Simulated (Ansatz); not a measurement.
## BaC2 (I4/mmm): phonons and vibrational spectra

Aim: the vibrations of BaC2 (I4/mmm), their spectra, and whether the structure is stable.

Calculated with Ansatz 0.2.0; DFT PBEsol, scalar-relativistic, plane waves, PAW.

Report form: the programs' logs are mostly left out.

## (1) Set-up

It takes space group I4/mmm (No. 139, tetragonal). The conventional cell has a = 4.407 Å, b = 4.407 Å, c = 7.269 Å, α = 90.00°, β = 90.00°, γ = 90.00°. Ba has 10 C at 3.00 to 3.18 Å nearest. Nearest to C lie 1 C at 1.26 Å and 5 Ba at 3.00 to 3.18 Å. Farther neighbours are not listed.

As a file:

```cif
data_structure
_symmetry_space_group_name_H-M 'P 1'
_symmetry_Int_Tables_number 1
_cell_length_a 4.7875
_cell_length_b 4.7875
_cell_length_c 4.7875
_cell_angle_alpha 125.192
_cell_angle_beta 125.192
_cell_angle_gamma 81.220
_cell_volume 70.59
loop_
_atom_site_label
_atom_site_type_symbol
_atom_site_fract_x
_atom_site_fract_y
_atom_site_fract_z
_atom_site_occupancy
Ba1 Ba 0.00000 0.00000 0.00000 1
C2 C 0.58701 0.58701 0.00000 1
C3 C 0.41299 0.41299 0.00000 1
```

## (2) Bringing the structure to rest

The cell and atoms are relaxed, since residual forces and stress would shift the frequencies.

Contents of input.yaml:

```yaml
crystal:
  lattice:
    - [-2.203521, 2.203521, 3.634493]
    - [2.203521, -2.203521, 3.634493]
    - [2.203521, 2.203521, -3.634493]
  atoms:
    - { symbol: Ba, position: [0.0, 0.0, 0.0] }
    - { symbol: C, position: [0.587008, 0.587008, 0.0] }
    - { symbol: C, position: [0.412992, 0.412992, 0.0] }
kpoints:
  mp_grid: { grid: [8, 8, 8] }
hamiltonian:
  xc: pbesol
scf:
  occupations: { method: gaussian, width: 0.02 }
output:
  forces: true
  stress: true
  eigenvalues: true
  write_density: true
  write_potential: true
  elf: true
  volumetric_format: npy
relax:
  adjacent_minimum: "off"
  f_tol: 0.005
  max_steps: 80
  cell: { stress_tol: 0.05 }
```

On the command line:

```bash
ansatz run input.yaml --threads 4 --pin off --max-ram 7168MiB --backend cpu --events-out ev --progress --plain --runs-dir out
```

Wall time 9.9 s (4 threads of Arm Neoverse V2, shared host); peak memory 0.41 GiB.

Relaxation path:

```csv
step,energy less that of the first step (eV),largest force component (eV/Å),pressure (GPa),volume (Å³)
1,0.0000,0.0629,-2.31,70.59
2,0.0114,0.3230,3.29,62.78
3,-0.0305,0.0897,-0.35,67.22
4,-0.0314,0.0006,0.03,66.76
5,-0.0313,0.0000,0.00,66.80
6*,-0.0285,0.0031,-0.06,66.80
7,-0.0285,0.1491,-0.15,66.73
8,-0.0286,0.0001,-0.03,66.75
9*,-0.0286,0.0000,-0.03,66.75
```

Relaxation steps marked * repeat the geometry before them on a plane-wave basis chosen anew for their cell, so energy and pressure can jump there. Relaxation steps 2, 7 were tried and not accepted.

The run keeps the 16 symmetry operations that it works with, so distortions that break them were not tested.

```csv
"conventional cell, symmetrised",before,after,change
a (Å),4.407,4.315,-2.1 %
b (Å),4.407,4.315,-2.1 %
c (Å),7.269,7.170,-1.4 %
volume (Å³/atom),23.53,22.25,-5.4 %
```

The relaxed structure:

```xyz
3
Lattice="-2.1574 2.1574 3.5852 2.1574 -2.1574 3.5852 2.1574 2.1574 -3.5852" Properties=species:S:1:pos:R:3 pbc="T T T"
Ba    0.0000    0.0000    0.0000
C     0.0000    0.0000    4.2160
C     0.0000    0.0000    2.9544
```

Numbers from this step:

```yaml
pressure: -0.03000 GPa
gap_on_the_k_mesh: 1.374 eV
volume_per_atom: 22.25 Å³
direct_gap_on_mesh: 2.142 eV
```

Valence density in the ac plane of the conventional cell at fractional y = 0.000, with atoms of Ba and C within 0.2 Å of it. It is the smooth field of the valence electrons, not physical close to the nuclei.

Values in e/Å³, 23 rows by 14 columns, each cell a mean:
```
0.6 1.1 1.3 0.7 0.2 0.1 0.0 0.0 0.0 0.1 0.4 1.0 1.3 0.8
1.3 1.3 1.0 0.5 0.2 0.1 0.0 0.0 0.0 0.1 0.3 0.7 1.2 1.3
1.1 0.9 0.5 0.2 0.1 0.0 0.0 0.0 0.0 0.0 0.1 0.4 0.7 1.0
0.4 0.3 0.2 0.1 0.0 0.0 0.0 0.0 0.0 0.0 0.1 0.1 0.3 0.4
0.2 0.2 0.1 0.1 0.0 0.0 0.0 0.0 0.0 0.0 0.0 0.1 0.1 0.2
0.3 0.2 0.1 0.1 0.0 0.0 0.0 0.0 0.0 0.0 0.1 0.1 0.2 0.2
0.6 0.5 0.3 0.1 0.1 0.0 0.0 0.0 0.0 0.0 0.1 0.2 0.3 0.6
1.4 1.0 0.5 0.2 0.1 0.0 0.0 0.0 0.0 0.1 0.1 0.3 0.7 1.2
1.9 1.4 0.7 0.3 0.1 0.0 0.0 0.0 0.0 0.1 0.2 0.4 1.0 1.7
1.9 1.4 0.8 0.3 0.1 0.1 0.0 0.0 0.0 0.1 0.2 0.5 1.1 1.7
2.5 1.7 0.8 0.3 0.1 0.1 0.0 0.0 0.0 0.1 0.2 0.5 1.1 2.2
2.6 1.7 0.8 0.3 0.1 0.1 0.0 0.0 0.0 0.1 0.2 0.5 1.1 2.2
2.2 1.6 0.8 0.3 0.1 0.1 0.0 0.0 0.0 0.1 0.2 0.5 1.1 1.9
1.8 1.4 0.7 0.3 0.1 0.1 0.0 0.0 0.0 0.1 0.2 0.5 1.0 1.6
1.8 1.2 0.6 0.2 0.1 0.0 0.0 0.0 0.0 0.1 0.1 0.4 0.9 1.5
1.0 0.7 0.4 0.2 0.1 0.0 0.0 0.0 0.0 0.0 0.1 0.2 0.5 0.8
0.4 0.3 0.2 0.1 0.0 0.0 0.0 0.0 0.0 0.0 0.1 0.1 0.2 0.4
0.2 0.2 0.1 0.1 0.0 0.0 0.0 0.0 0.0 0.0 0.0 0.1 0.1 0.2
0.3 0.2 0.1 0.1 0.0 0.0 0.0 0.0 0.0 0.0 0.0 0.1 0.2 0.3
0.7 0.6 0.3 0.1 0.1 0.0 0.0 0.0 0.0 0.0 0.1 0.2 0.5 0.7
1.3 1.2 0.8 0.4 0.1 0.0 0.0 0.0 0.0 0.1 0.2 0.5 1.0 1.3
0.9 1.3 1.2 0.6 0.2 0.1 0.0 0.0 0.0 0.1 0.3 0.9 1.3 1.1
0.3 0.9 1.3 0.8 0.3 0.1 0.0 0.0 0.0 0.1 0.4 1.1 1.3 0.6
```
Columns run along a (4.3 Å), rows up along c (7.2 Å), edges of the conventional cell, whose origin can differ from the input's. Atoms in or near the plane, at fractional coordinates: Ba at (0.00, 0.00), C at (0.00, 0.59), C at (0.00, 0.41).

Electrostatic potential energy in the ac plane of the conventional cell at fractional y = 0.000, with atoms of Ba and C within 0.2 Å of it. With pseudopotentials it is smooth inside the atoms' cores, unlike the true potential.

Ten even steps from '_' (-49 eV) to '@' (10 eV), each cell a mean:
```
..::--**%%@@@@@@@@@@##==::..
::--==##%%@@@@@@@@@@%%**--::
==++**%%@@@@@@@@@@@@%%##**==
##%%%%@@@@@@@@@@@@@@@@%%%%##
@@@@@@@@@@@@@@@@@@@@@@@@@@@@
@@@@@@@@@@@@@@@@@@@@@@@@@@@@
@@@@@@@@@@@@@@@@@@@@@@@@@@@@
==**@@@@@@@@@@@@@@@@@@@@%%++
__::##@@@@@@@@@@@@@@@@@@++__
__..##@@@@@@@@@@@@@@@@%%==__
..==%%@@@@@@@@@@@@@@@@@@**::
--**%%@@@@@@@@@@@@@@@@@@##==
__::##@@@@@@@@@@@@@@@@@@++__
__..##@@@@@@@@@@@@@@@@%%==__
..==%%@@@@@@@@@@@@@@@@@@##::
##%%@@@@@@@@@@@@@@@@@@@@@@%%
@@@@@@@@@@@@@@@@@@@@@@@@@@@@
@@@@@@@@@@@@@@@@@@@@@@@@@@@@
%%%%@@@@@@@@@@@@@@@@@@@@@@%%
****##%%@@@@@@@@@@@@@@%%##**
--==++##%%@@@@@@@@@@%%**==--
::::==**%%@@@@@@@@@@##++--::
..::--++%%@@@@@@@@%%##==::..
```
Columns run along a (4.3 Å; values clipped at the 3rd and 97th percentile), rows up along c (7.2 Å), edges of the conventional cell, whose origin can differ from the input's. Atoms in or near the plane, at fractional coordinates: Ba at (0.00, 0.00), C at (0.00, 0.59), C at (0.00, 0.41).

ELF in the ac plane of the conventional cell at fractional y = 0.000, with atoms of Ba and C within 0.2 Å of it. It is the smooth field of the valence electrons, not physical close to the nuclei.

Values, 23 rows by 14 columns, each cell a mean:
```
0.07 0.42 0.81 0.82 0.49 0.10 0.02 0.02 0.04 0.24 0.69 0.86 0.69 0.19
0.60 0.75 0.85 0.73 0.35 0.06 0.02 0.02 0.03 0.15 0.55 0.83 0.85 0.68
0.83 0.82 0.73 0.49 0.17 0.03 0.02 0.02 0.02 0.06 0.29 0.63 0.80 0.83
0.56 0.49 0.35 0.17 0.05 0.01 0.01 0.01 0.01 0.02 0.08 0.24 0.42 0.53
0.24 0.21 0.15 0.08 0.03 0.02 0.01 0.01 0.01 0.02 0.05 0.11 0.18 0.24
0.61 0.56 0.46 0.31 0.14 0.04 0.01 0.01 0.02 0.08 0.23 0.39 0.51 0.59
0.92 0.90 0.83 0.67 0.38 0.11 0.02 0.01 0.05 0.22 0.53 0.76 0.87 0.91
0.88 0.89 0.87 0.78 0.52 0.18 0.03 0.02 0.07 0.33 0.66 0.83 0.89 0.88
0.44 0.64 0.77 0.72 0.52 0.20 0.04 0.02 0.08 0.34 0.63 0.76 0.73 0.53
0.18 0.46 0.68 0.65 0.47 0.19 0.04 0.02 0.08 0.31 0.57 0.69 0.62 0.30
0.68 0.73 0.73 0.63 0.43 0.17 0.04 0.02 0.08 0.29 0.54 0.69 0.75 0.71
0.84 0.83 0.77 0.63 0.43 0.17 0.04 0.02 0.08 0.29 0.53 0.70 0.80 0.84
0.39 0.57 0.70 0.64 0.45 0.18 0.04 0.02 0.08 0.30 0.55 0.68 0.66 0.47
0.20 0.49 0.71 0.69 0.49 0.19 0.04 0.02 0.09 0.33 0.60 0.72 0.65 0.32
0.72 0.80 0.83 0.76 0.53 0.20 0.03 0.02 0.08 0.35 0.66 0.81 0.84 0.77
0.94 0.92 0.88 0.75 0.47 0.15 0.03 0.02 0.06 0.28 0.62 0.83 0.91 0.93
0.81 0.77 0.67 0.50 0.26 0.07 0.02 0.01 0.03 0.13 0.36 0.60 0.73 0.79
0.35 0.32 0.25 0.16 0.07 0.02 0.01 0.01 0.02 0.04 0.10 0.19 0.28 0.34
0.35 0.30 0.19 0.08 0.03 0.01 0.01 0.01 0.01 0.02 0.05 0.14 0.25 0.33
0.75 0.71 0.58 0.31 0.08 0.02 0.01 0.02 0.01 0.04 0.19 0.45 0.64 0.74
0.78 0.84 0.84 0.65 0.25 0.04 0.02 0.02 0.02 0.11 0.44 0.76 0.85 0.80
0.27 0.59 0.85 0.80 0.43 0.08 0.02 0.02 0.03 0.21 0.63 0.85 0.76 0.41
0.03 0.29 0.79 0.84 0.52 0.11 0.02 0.02 0.04 0.26 0.71 0.86 0.61 0.08
```
Columns run along a (4.3 Å), rows up along c (7.2 Å), edges of the conventional cell, whose origin can differ from the input's. Atoms in or near the plane, at fractional coordinates: Ba at (0.00, 0.00), C at (0.00, 0.59), C at (0.00, 0.41).

In this step the volume went from 23.53 to 22.25 Å³/atom.

## (3) Relaxing to small forces for the phonons

Phonons need a cell at rest on their own settings, so the relaxation is repeated with tight tolerances on forces and stress on the k mesh and occupations of the first response run.

Contents of input.yaml:

```yaml
crystal:
  lattice:
    - [-2.1574376675, 2.1574376675, 3.5852009126]
    - [2.1574376675, -2.1574376675, 3.5852009126]
    - [2.1574376675, 2.1574376675, -3.5852009126]
  atoms:
    - { symbol: Ba, position: [0.0, 0.0, 0.0] }
    - { symbol: C, position: [0.5879790728, 0.5879790728, 0.0] }
    - { symbol: C, position: [0.4120209272, 0.4120209272, 0.0] }
kpoints:
  mp_grid: { grid: [8, 8, 8] }
hamiltonian:
  xc: pbesol
scf:
  occupations: { method: fixed }
output:
  forces: true
  stress: true
  eigenvalues: true
relax:
  adjacent_minimum: "off"
  f_tol: 0.001
  max_steps: 60
  cell: { stress_tol: 0.01 }
```

The job ended after 3.8 s (4 threads; peak memory 0.39 GiB; 14 s of CPU time).

Little changed from the start: no atom moved by 0.005 Å and no cell edge by 0.1 %.

Numbers from this step:

```
pressure           : -0.002545 GPa
gap on the k-mesh  : 1.372 eV
volume per atom    : 22.24 Å³
direct gap on mesh : 2.141 eV
```

The largest force component left is 0.66 meV/Å and the pressure is -0.003 GPa, within the tolerances set. The cell now holds 22.24 Å³/atom.

## (4) Modes at Γ

The zone centre comes first: it holds the modes that light can see, as far as symmetry allows. The response to a homogeneous field gives the Born charges and the dielectric tensor, and its change with displacement the Raman tensors.

Contents of input.yaml:

```yaml
crystal:
  lattice:
    - [-2.156814665, 2.156814665, 3.5849101588]
    - [2.156814665, -2.156814665, 3.5849101588]
    - [2.156814665, 2.156814665, -3.5849101588]
  atoms:
    - { symbol: Ba, position: [0.0, 0.0, 0.0] }
    - { symbol: C, position: [0.5879851561, 0.5879851561, 0.0] }
    - { symbol: C, position: [0.4120148439, 0.4120148439, 0.0] }
kpoints:
  mp_grid: { grid: [8, 8, 8] }
hamiltonian:
  xc: pbesol
scf:
  occupations: { method: fixed }
output:
  eigenvalues: true
phonons:
  method: dfpt
  dielectric: true
  rigid_motions: translations
  raman: true
```

Elapsed: 74 s, on 4 threads; peak memory 0.98 GiB.

This step gave:

```
sum-rule residual before enforcement                    : 1.11e-4 eV/Å²
miss of the charge sum rule                             : 3.65e-4 e
estimated error of the dielectric tensor                : 0.01438
estimated error of the Born charges                     : 0.01227 e
point group                                             : 4/mmm
highest optical mode at the zone centre (no LO-TO term) : 1852 cm⁻¹
lowest optical zone-centre mode                         : 151.4 cm⁻¹
mean high-frequency dielectric constant                 : 3.611
largest Born charge (third of the trace)                : 2.526 e
mean static dielectric constant                         : 12.02
top of the zone-centre spectrum with the field          : 1852 cm⁻¹
```

Without the LO-TO term. Patterns of degenerate modes are one choice out of their space. The modes at Γ (shares of kinetic energy by element, %):

```csv
mode,frequency (cm⁻¹),symmetry,Ba %,C %
1,0.0,acoustic,85,15
2,0.0,acoustic,85,15
3,0.0,acoustic,85,15
4,151.4,Eg,0,100
5,151.4,Eg,0,100
6,158.0,Eu,15,85
7,158.0,Eu,15,85
8,186.1,A2u,15,85
9,1852.4,A1g,0,100
```

Displacements in mode 5 (151.4 cm⁻¹), the largest set to 1:
```
Ba1  0.00  0.00  0.00
C2  -0.17 -1.00  0.00
C3   0.17  1.00  0.00
```

Displacements in mode 6 (158.0 cm⁻¹), the largest set to 1:
```
Ba1  0.00 -0.17  0.00
C2   0.00  1.00  0.00
C3   0.00  1.00  0.00
```

Optical modes at the zone centre, without and with the macroscopic field of the longitudinal modes; each column is sorted by frequency, so a row need not hold one and the same mode. Modes with and without the field, by row:

```csv
rank among optical modes,no field (cm⁻¹),"q along (1, 0, 0) (cm⁻¹)","q along (0, 0, 1) (cm⁻¹)"
1,151.4,151.4,151.4
2,151.4,151.4,151.4
3,158,158,158
4,158,186.1,158
5,186.1,306,299.7
6,1852,1852,1852
```

Born charge (rows field, columns displacement) (e), principal values of the symmetric part by kind of site:

```csv
atom,atoms with these values,low,middle,high,mean
Ba1,1,2.47,2.55,2.55,2.53
C2,2,-1.28,-1.28,-1.23,-1.26
```

In full for C2:

```
-1.28  0.00  0.00
 0.00 -1.28  0.00
 0.00  0.00 -1.23
```

High-frequency dielectric tensor:

```
3.43 0.00 0.00
0.00 3.43 0.00
0.00 0.00 3.98
```

Static dielectric tensor (ions relaxed, fixed cell):

```
12.87  0.00  0.00
 0.00 12.87  0.00
 0.00  0.00 10.32
```

Transverse modes. Infrared lines, with heights relative to the strongest:

```csv
position (cm⁻¹),label,relative intensity
151,Eg,0.0
158,Eu,100
186,A2u,47
1852,A1g,0.0
```

Activity x (w_L - w)^4 (n + 1)/w, 532 nm, 300 K; the tensors are static ones, while 532 nm light lies above the computed direct gap, where resonance would change the heights; modes without the macroscopic field alone. Lines of the Raman spectrum (strongest = 100):

```csv
position (cm⁻¹),label,relative intensity
151,Eg,48
158,Eu,0.0
186,A2u,0.0
1852,A1g,100
```

Before it was imposed, the acoustic sum rule was missed by 1.1e-4 eV/Å² and the charge sum rule by 3.7e-4 e. Small misses are needed for a sound result but don't prove that mesh and cutoff are converged. The lowest optical mode is real, 151 cm⁻¹.

## (5) Phonons on a q mesh

Stability and thermal properties need the whole zone. Linear response on a 4×4×4 q mesh gives force constants as far as a supercell of that size would, and the tensors from the zone-centre run are typed in so that the long-range dipole term is interpolated apart.

input.yaml, the sections that differ from step 4:

```yaml
phonons:
  method: dfpt
  qmesh: [4, 4, 4]
  temperatures: { t_max: 1000, t_step: 50 }
  qpath:
    path:
      - [[0.0, 0.0, 0.0], [0.0, 0.0, 0.5], [0.25, 0.25, 0.25], [0.0, 0.5, 0.0], [0.0, 0.0, 0.0], [0.5, 0.5, -0.5], [0.34049178, 0.65950822, -0.34049178]]
      - [[-0.34049178, 0.34049178, 0.34049178], [0.0, 0.0, 0.0]]
      - [[0.0, 0.0, 0.5], [-0.18098355, 0.18098355, 0.5]]
      - [[0.5, 0.5, -0.18098355], [0.5, 0.5, -0.5]]
    npoints: 10
  non_analytic_term:
    high_frequency_dielectric_tensor: [[3.429, 0.0, 0.0], [0.0, 3.429, 0.0], [0.0, 0.0, 3.9764]]
    born_effective_charges:
      - { species: Ba, tensor: [[2.5549, 0.0, 0.0], [0.0, 2.5549, 0.0], [0.0, 0.0, 2.467]] }
      - { species: C, tensor: [[-1.2775, 0.0, 0.0], [0.0, -1.2775, 0.0], [0.0, 0.0, -1.2335]] }
      - { species: C, tensor: [[-1.2775, 0.0, 0.0], [0.0, -1.2775, 0.0], [0.0, 0.0, -1.2335]] }
    source: "zone-centre run at this cell"
# crystal, kpoints, hamiltonian, scf, output: as in step 4
```

Wall time 4.1 min (4 threads); peak memory 1.4 GiB.

This step gave:

```yaml
sum_rule_residual_before_enforcement: 1.19e-5 eV/Å²
lowest_frequency_on_the_path: -147.1 cm⁻¹
highest_frequency_on_the_path_or_at_a_solved_wavevector: 1856 cm⁻¹
lowest_mode_on_the_q_mesh_acoustic_modes_at_gamma_apart: -147.1 cm⁻¹
```

Frequencies (cm⁻¹) solved at each irreducible wavevector; negative means imaginary. Frequencies by wavevector, by row:

```csv
q in reciprocal lattice units,star,mode 1,mode 2,mode 3,mode 4,mode 5,mode 6,mode 7,mode 8,mode 9
0 0 0,1,0,0,0,151.4,151.4,158,158,186.1,1852
0 0 0.25,4,-70.1,52.5,80.3,97,165,182.1,190,269.8,1853
0 0 -0.5,2,-147.1,48.1,72.1,98.3,165.8,190.1,208.6,221.8,1854
0 0.25 0,8,33.7,41.6,67.5,87.5,142.9,185.5,193,294.3,1853
0 0.25 0.25,16,-114.1,67.6,74.7,97.6,145.6,197.6,210,249.6,1854
0 -0.5 0,4,-66.8,-55.8,64.9,89.3,162,199.6,207,280.7,1853
0 -0.5 0.25,8,-86.6,-60.5,79.5,80.8,127,203.8,206.9,269,1853
0.25 0.25 0.25,2,-79.9,-79.9,90.4,98.5,98.5,220.5,220.5,230.4,1853
0.25 0.25 -0.25,2,-93.8,-93.8,51.6,51.6,106.5,189.6,189.6,263.3,1853
0.25 -0.5 -0.5,8,-96.7,-94.1,58.6,83.5,125.5,195.6,201.5,242.7,1855
0.25 -0.25 0.25,4,-63,64.6,68.2,115.3,134.8,192.1,195.5,265.5,1854
0.25 -0.25 -0.5,4,-133.5,12.9,79.9,91,144,196.5,209,214.7,1855
-0.5 -0.5 -0.5,1,-116.8,-116.8,49.1,49.1,99.2,190.9,190.9,195.9,1856
```

Interpolated from a 4×4×4 q mesh, with the LO-TO term (at Γ the limit along the path; where Γ stands inside the path, tables give the limit on arrival). Phonon branches along the path, in cm⁻¹:

```csv
point,branch 1,branch 2,branch 3,branch 4,branch 5,branch 6,branch 7,branch 8,branch 9
Γ,0,0,0,151,151,158,186,306,1852
halfway,-70,52,80,97,165,182,190,270,1853
X,-147,48,72,98,166,190,209,222,1854
halfway,-136,65,75,98,134,210,215,222,1854
P,-80,-80,90,98,98,220,220,230,1853
halfway,-69,-64,82,82,134,209,213,262,1853
N,-67,-56,65,89,162,200,207,281,1853
halfway,34,42,68,88,143,186,193,294,1853
Γ,0,0,0,151,151,158,179,304,1852
halfway,-94,-94,52,52,106,190,190,263,1853
M,-117,-117,49,49,99,191,191,196,1856
halfway,-107,-104,54,71,104,191,196,208,1856
S,-87,-66,63,104,118,193,195,238,1855
jump to S0,-87,-66,63,104,118,193,195,238,1855
halfway,-41,58,96,114,148,181,196,288,1853
Γ,0,0,0,151,151,158,186,306,1852
jump to X,-147,48,72,98,166,190,209,222,1854
halfway,-145,48,81,96,181,188,202,221,1854
R,-140,42,89,91,169,198,206,216,1855
jump to G′,-140,42,89,91,169,198,206,216,1855
halfway,-124,-69,66,78,115,196,200,210,1856
M,-117,-117,49,49,99,191,191,196,1856
```

(Continued in part 2 of 2.)

[Logs are printed without paths, hosts, clocks, repeated set-up lines and the standing remarks that a program may print on its own settings, such as how far it seeks lower states.]

[Hosts, paths, dates, database ids (printed as entryN), source tags and the programs' standing remarks are cut or masked in the printed files.]
